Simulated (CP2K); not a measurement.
Consider 3-formylpyridine at its PBE geometry (Å).

```xyz
13

O     3.0506    0.6721   -0.1413
C     2.1883   -0.1756   -0.3387
C     0.7453    0.0209   -0.0840
C    -0.1724   -1.0048   -0.3428
C    -1.5231   -0.7718   -0.0908
C    -1.8981    0.4788    0.4112
N    -1.0318    1.4817    0.6703
C     0.2606    1.2413    0.4207
H     2.4629   -1.1837   -0.7394
H     0.1740   -1.9640   -0.7337
H    -2.2758   -1.5366   -0.2783
H    -2.9483    0.6941    0.6212
H     0.9679    2.0478    0.6255
```

Method: CP2K XAS_TDP, all-electron GAPW, PBEh(45%), aug-cc-pVDZ, TDA, GW2X-corrected core level, no relativity.

**Question.** Where do the C K-edge lines lie, and how strong are they?

Leading lines: C2 288.19 eV, C3 286.67 eV, C4 286.80 eV, C5 287.27 eV, C6 287.09 eV and C8 287.05 eV. The leading line of an atom is its first one with 35 % of the strongest within 2.5 eV of its lowest line over the strength cut. Core ionisation energies at this level: C5 292.69, C8 293.42, C4 293.24, C6 293.42, C2 295.56 and C3 292.45 eV.

The first six lines of each atom with a strength over 0.0015:

```
                     atom  energy (eV)  states  strength, one atom  above the computed threshold
C2 (bonded to C, O and H)       288.19       1              0.0600                              
                                293.37       1              0.0084                              
                                293.38       1              0.0169                              
                                294.47       1              0.0025                              
                                294.98       1              0.0044                              
                                295.23       1              0.0015                              
       C3 (bonded to 3 C)       286.67       1              0.0295                              
                                289.55       1              0.0226                              
                                292.02       2              0.0048                              
                                293.12       1              0.0043                           yes
                                293.20       1              0.0065                           yes
                                293.37       1              0.0024                           yes
 C4 (bonded to 2 C and H)       286.80       1              0.0539                              
                                290.89       1              0.0133                              
                                292.07       1              0.0025                              
                                292.27       1              0.0018                              
                                292.97       1              0.0018                              
                                293.70       1              0.0067                           yes
 C5 (bonded to 2 C and H)       287.27       1              0.0483                              
                                290.34       1              0.0120                              
                                291.10       1              0.0054                              
                                291.74       1              0.0029                              
                                291.98       1              0.0039                              
                                293.16       1              0.0058                           yes
C6 (bonded to C, N and H)       287.09       1              0.0540                              
                                291.29       1              0.0118                              
                                291.83       1              0.0070                              
                                292.27       1              0.0032                              
                                292.93       1              0.0020                              
                                293.81       1              0.0048                           yes
C8 (bonded to C, N and H)       287.05       1              0.0554                              
                                291.84       1              0.0055                              
                                292.26       1              0.0078                              
                                292.93       1              0.0030                              
                                294.01       1              0.0082                           yes
                                294.33       1              0.0069                           yes
```

Lines are vertical, at one geometry, with no vibrational structure. GW2X ionisation energies and lines can be off by 1 to 2 eV either way, and a good line position may hide errors that cancel. These values hold no scalar relativity, about 0.1 eV for C 1s. Rydberg lines, and the discretised continuum above threshold, depend on the basis and the box.

[Banner, clock and machine lines of the logs are left out without a mark of their own.]

[Logs are printed without paths, hosts, clocks, repeated set-up lines and the standing remarks that a program may print on its own settings, such as how far it seeks lower states.]

[Hosts, paths, dates, database ids (printed as entryN), source tags and the programs' standing remarks are cut or masked in the printed files.]
